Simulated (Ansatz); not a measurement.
# Br on Mg(0001): change of the work function, part 2 of 2

Aim: the work function of Mg(0001) at several coverages of Br (fcc site), and the dipole that each adsorbate carries.

Ansatz 0.2.0; plane-wave DFT, PBE, Ansatz PAW.

So far, work function, upper face (eV): step 2 (the clean slab) 3.79; step 3 (37 atoms, coverage 0.111 ML, cell 3x3) 3.96; step 4 (17 atoms, coverage 0.25 ML, cell 2x2) 4.16.

## (5) Adsorbate added, k-mesh 6×6×1, coverage 0.5 ML

System of this step: Br/Mg(0001). The cell holds 18 atoms: 16 Mg and 2 Br. Cell: a = 6.420 Å, b = 6.420 Å, c = 27.796 Å, α = 90.0°, β = 90.0°, γ = 60.0°. Vacuum lies along c.

input.yaml reads:

```yaml
crystal:
  lattice:
    - [6.4199999999, 0.0, 0.0]
    - [3.21, 5.5598830922, 0.0]
    - [0.0, 0.0, 27.7956185763]
  atoms:
    - { symbol: Mg, position: [0.3333333333, 0.3333333333, 0.3237920385] }
    - { symbol: Mg, position: [0.0, 0.0, 0.41756653] }
    - { symbol: Mg, position: [0.3333333333, 0.3333333333, 0.511524413] }
    - { symbol: Mg, position: [0.0, 0.0, 0.6061475747] }
    - { symbol: Mg, position: [0.3333333333, 0.8333333333, 0.3237920385] }
    - { symbol: Mg, position: [0.0, 0.5, 0.41756653] }
    - { symbol: Mg, position: [0.3333333333, 0.8333333333, 0.511524413] }
    - { symbol: Mg, position: [0.0, 0.5, 0.6061475747] }
    - { symbol: Mg, position: [0.8333333333, 0.3333333333, 0.3237920385] }
    - { symbol: Mg, position: [0.5, 0.0, 0.41756653] }
    - { symbol: Mg, position: [0.8333333333, 0.3333333333, 0.511524413] }
    - { symbol: Mg, position: [0.5, 0.0, 0.6061475747] }
    - { symbol: Mg, position: [0.8333333333, 0.8333333333, 0.3237920385] }
    - { symbol: Mg, position: [0.5, 0.5, 0.41756653] }
    - { symbol: Mg, position: [0.8333333333, 0.8333333333, 0.511524413] }
    - { symbol: Mg, position: [0.5, 0.5, 0.6061475747] }
    - { symbol: Br, position: [0.1666666667, 0.1666666667, 0.6762079615] }
    - { symbol: Br, position: [0.6666666667, 0.1666666667, 0.6762079615] }
kpoints:
  mp_grid: { grid: [6, 6, 1] }
hamiltonian:
  xc: pbe
scf:
  occupations: { method: fermi_dirac, width: 0.1 }
  convergence: { dr2_threshold: 1.0e-08 }
efield:
  axis: 3
  dipole_correction: true
  ramp_position: 0.97
  ramp_width: 0.06
relax:
  f_tol: 0.02
  max_steps: 60
  constraints: [{ sites: [0, 1, 4, 5, 8, 9, 12, 13] }]
output:
  dos: { projected: true, e_range: [-8, 4] }
  write_potential: true
  write_density: true
  volumetric_format: npy
  elf: true
```

On the command line:

```
$ ansatz run input.yaml --threads 4 --pin off --max-ram 16384MiB --backend cpu --events-out ev --progress --plain --runs-dir out
```

The job ended after 2.3 min (4 threads of Arm Neoverse V1, shared host; peak memory 2.9 GiB; 9 min of CPU time).

Relaxation path:

```csv
step,energy less that of the first step (eV),largest force component (eV/Å)
1,0.0000,0.2043
2,-0.0549,0.0658
3,-0.0618,0.0224
4,-0.0624,0.0305
5,-0.0626,0.0035
```

Forces are held to the 4 operations that the run works with; a distortion that breaks them can't arise in this run.

The atoms that moved most (Å):

```csv
atom,dx,dy,dz,length
Mg8,0.000,0.031,-0.173,0.176
Mg16,0.000,0.031,-0.173,0.176
Br17,0.000,0.116,-0.132,0.176
Br18,0.000,0.116,-0.132,0.176
Mg12,0.000,-0.064,-0.032,0.072
Mg4,0.000,-0.064,-0.032,0.072
Mg7,0.000,0.014,-0.046,0.048
Mg15,0.000,0.014,-0.046,0.048
```

The relaxed structure:

```
Mg Br
1.0
     6.42000    0.00000    0.00000
     3.21000    5.55988    0.00000
     0.00000    0.00000   27.79562
Mg Br
16 2
Cartesian
  3.2100 1.8533 9.0000
  0.0000 0.0000 11.6065
  3.2100 1.8198 14.1934
  0.0000 -0.0644 16.8164
  4.8150 4.6332 9.0000
  1.6050 2.7799 11.6065
  4.8150 4.6474 14.1721
  1.6050 2.8107 16.6750
  6.4200 1.8533 9.0000
  3.2100 0.0000 11.6065
  6.4200 1.8198 14.1934
  3.2100 -0.0644 16.8164
  8.0250 4.6332 9.0000
  4.8150 2.7799 11.6065
  8.0250 4.6474 14.1721
  4.8150 2.8107 16.6750
  1.6050 1.0429 18.6636
  4.8150 1.0429 18.6636
```

The density of states has structure finer than the step of the table below, so its rows give means over 0.5 eV, whole bins alone (the curve runs from -8 to 1.98 eV). Peaks (eV: height): -4.75: 14.1, -4.00: 13.9, -3.73: 17.9, -3.01: 17.6, -1.62: 15.4, 0.03: 13.9, 1.95: 21.2.

The density of states by energy, zero at the Fermi level; means over each step:

```csv
energy (eV),density of states (states/eV a cell)
-7.0,0
-6.5,1.33
-6.0,3.65
-5.5,6.19
-5.0,6.21
-4.5,8.82
-4.0,8.18
-3.5,5.14
-3.0,7.21
-2.5,4.89
-2.0,7.19
-1.5,7.05
-1.0,7.08
-0.5,7.89
0.0,7.18
0.5,6.77
1.0,8.86
1.5,7.99
```

The relaxation took 5 steps and lowered the energy by 0.063 eV; the largest force on the free atoms ends at 0.0035 eV/Å.

The covered face has 4.31 eV, +0.52 eV against the clean one; the bare back face has moved by -0.08 eV, a measure of how thin the slab is.

## (6) Adsorbate added, k-mesh 12×12×1, coverage 1 ML

System of this step: Br/Mg(0001). The cell holds 5 atoms: 4 Mg and 1 Br. Cell: a = 3.210 Å, b = 3.210 Å, c = 27.796 Å, α = 90.0°, β = 90.0°, γ = 60.0°. Vacuum lies along c.

input.yaml, the sections that differ from step 5:

```yaml
crystal:
  lattice:
    - [3.21, 0.0, 0.0]
    - [1.605, 2.7799415461, 0.0]
    - [0.0, 0.0, 27.7956185763]
  atoms:
    - { symbol: Mg, position: [0.6666666667, 0.6666666667, 0.3237920385] }
    - { symbol: Mg, position: [0.0, 0.0, 0.41756653] }
    - { symbol: Mg, position: [0.6666666667, 0.6666666667, 0.511524413] }
    - { symbol: Mg, position: [0.0, 0.0, 0.6061475747] }
    - { symbol: Br, position: [0.3333333333, 0.3333333333, 0.6762079615] }
kpoints:
  mp_grid: { grid: [12, 12, 1] }
relax:
  f_tol: 0.02
  max_steps: 60
  constraints: [{ sites: [0, 1] }]
output:
  write_potential: true
  write_density: true
  volumetric_format: npy
# hamiltonian, scf, efield: as in step 5
```

It took 9.4 s on 4 threads; peak memory 0.54 GiB; 36 s of CPU time.

Relaxation path:

```csv
step,energy less that of the first step (eV),largest force component (eV/Å)
1,0.0000,0.8486
2,-0.0948,0.0915
3,-0.0988,0.0275
4,-0.0989,0.0098
```

The run keeps the 6 symmetry operations that it works with, so distortions that break them were not tested.

The atoms that moved most (Å):

```csv
atom,dx,dy,dz,length
Br5,0.000,0.000,-0.286,0.286
Mg4,0.000,0.000,-0.104,0.104
Mg3,0.000,0.000,-0.031,0.031
```

The relaxed structure:

```cif
data_structure
_symmetry_space_group_name_H-M 'P 1'
_symmetry_Int_Tables_number 1
_cell_length_a 3.2100
_cell_length_b 3.2100
_cell_length_c 27.7956
_cell_angle_alpha 90.000
_cell_angle_beta 90.000
_cell_angle_gamma 60.000
_cell_volume 248.04
loop_
_atom_site_label
_atom_site_type_symbol
_atom_site_fract_x
_atom_site_fract_y
_atom_site_fract_z
_atom_site_occupancy
Mg1 Mg 0.66667 0.66667 0.32379 1
Mg2 Mg 0.00000 0.00000 0.41757 1
Mg3 Mg 0.66667 0.66667 0.51042 1
Mg4 Mg 0.00000 0.00000 0.60242 1
Br5 Br 0.33333 0.33333 0.66593 1
```

Running mean over 2.60652 Å of the planar mean; the ramp of the sawtooth is left out. Electron's electrostatic potential energy less the Fermi level against z:

```csv
z (Å),electron's electrostatic potential energy less the Fermi level (eV)
4,3.75
5,3.74
6,3.61
7,2.59
8,-2.07
9,-3.98
10,-3.99
11,-4.00
12,-4.01
13,-4.14
14,-4.01
15,-4.16
16,-4.31
17,-6.55
18,-8.32
19,-4.36
20,1.47
21,4.64
22,4.79
23,4.79
24,4.79
```

The relaxation took 4 steps and lowered the energy by 0.099 eV; the largest force on the free atoms ends at 0.0098 eV/Å.

The covered face has 4.80 eV, +1.01 eV against the clean one; the bare back face has moved by -0.04 eV, a measure of how thin the slab is.

## (7) Work function against coverage

This step: plane-wave DFT, PBE, Ansatz PAW; work function against coverage (Ansatz 0.2.0).

The runs are now put side by side.

This step gave:

```
work function of the clean face     : 3.787 eV
largest change of the work function : 1.008 eV
```

Table of work function of the covered face by coverage:

```csv
coverage (adsorbates/nm²),work function of the covered face (eV)
0.00,3.79
1.25,3.96
2.80,4.16
5.60,4.31
11.21,4.80
```

The dipole per adsorbate comes from the change of the cell's dipole. Coverage, by row:

```csv
coverage (1/nm²),coverage (ML),work function (eV),change (eV),"dipole per adsorbate, positive end outwards (debye)",mean height of the added atoms over the highest substrate atom (Å)
1.245,0.1111,3.959,0.1718,-0.426,1.979
2.802,0.25,4.164,0.3769,-0.402,1.98
5.603,0.5,4.311,0.5234,-0.287,1.847
11.21,1,4.795,1.008,-0.248,1.765
```

## (8) Outcome

```yaml
work_function_of_the_clean_face: 3.79 eV
work_function_at_0p11_ml: 3.96 eV
work_function_at_0p25_ml: 4.16 eV
work_function_at_0p5_ml: 4.31 eV
work_function_at_1_ml: 4.80 eV
dipole_per_adsorbate_at_0p11_ml_positive_end_outwards: -0.43 D
```

Br raises the work function of Mg(0001) at the lowest coverage, by 0.17 eV: the adsorbate layer has its negative end outwards. The dipole per adsorbate falls from 0.43 to 0.25 D as the layer fills. Neighbouring dipoles depolarise each other, and heights and bonding change with coverage too. The slab has 4 layers, at the tabulated experimental lattice constant, one starting site was run, and quantum-size effects of a slab this thin can reach one or two tenths of an eV.

[Logs are printed without paths, hosts, clocks, repeated set-up lines and the standing remarks that a program may print on its own settings, such as how far it seeks lower states.]

[Hosts, paths, dates, database ids (printed as entryN), source tags and the programs' standing remarks are cut or masked in the printed files.]

[Maps of the electrostatic potential energy from Ansatz leave out the sawtooth potential of an applied field or a dipole correction, so their vacuum need not be flat; planar profiles and work functions include it.]

[The density of states shown here was stored with 400 of the rows of the run's finer table, so its peaks can read low, often by over a quarter, or be missed, and its means over a window can be off by a tenth or more.]
